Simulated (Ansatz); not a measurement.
Planning a run of Ansatz 0.2.0 on CuBiP2Se6 (layers cut from the bulk crystal). The input:

```yaml
crystal:
  lattice:
    - [6.4120419075, 0.0, 0.0]
    - [-3.2060209537, 5.552991182, 0.0]
    - [0.0, 0.0, 30.1]
  atoms:
    - { symbol: Se, position: [0.0277560998, 0.7113559437, 0.442750352] }
    - { symbol: Se, position: [0.6835998438, 0.9722439002, 0.442750352] }
    - { symbol: Se, position: [0.2886440563, 0.3164001562, 0.442750352] }
    - { symbol: P, position: [0.3333333333, 0.6666666667, 0.4623559856] }
    - { symbol: Bi, position: [0.6666666667, 0.3333333333, 0.5] }
    - { symbol: Cu, position: [0.0, 0.0, 0.5] }
    - { symbol: P, position: [0.3333333333, 0.6666666667, 0.5376440144] }
    - { symbol: Se, position: [0.2886440563, 0.9722439002, 0.557249648] }
    - { symbol: Se, position: [0.0277560998, 0.3164001562, 0.557249648] }
    - { symbol: Se, position: [0.6835998438, 0.7113559437, 0.557249648] }
  periodic: [true, true, false]
kpoints:
  mp_grid: { grid: [3, 3, 1] }
  band_path:
    path:
      - [0.0, 0.0, 0.0]
      - [0.5, 0.0, 0.0]
      - [0.3333333333, 0.3333333333, 0.0]
      - [0.1333333333, 0.1333333333, 0.0]
    npoints: 1
hamiltonian:
  xc: hse06
scf:
  occupations: { method: fixed }
  n_extra_bands: 7
output:
  eigenvalues: true
```

```sh
ansatz run input.yaml --threads 4 --pin off --max-ram 17510MiB --backend cpu --events-out ev --progress --plain --runs-dir out
```

**Question.** Estimate wall time and host memory on 4 threads of Arm Neoverse V1, shared host.

It took 8.3 min; on shared hardware allow 4.2 min to 17 min. Peak host memory was 13 GiB. The sizes that set the cost: 21077 plane waves a state, 3 irreducible k points and 18 SCF cycles.

Exact exchange couples every pair of k points and filled bands, so it costs far more than a semilocal run.

[Paths, hosts, dates, memory and timing lines, banners, echoed tables and standing remarks are left out of the program output.]

[Logs are printed without paths, hosts, clocks, repeated set-up lines and the standing remarks that a program may print on its own settings, such as how far it seeks lower states.]

[Runs of the session that timed out or met a known fault of the program may be left out.]

[Cells called generated may have been cut or substituted from an entry of the Crystallography Open Database or the Materials Project.]

[Hosts, paths, dates, database ids (printed as entryN), source tags and the programs' standing remarks are cut or masked in the printed files.]
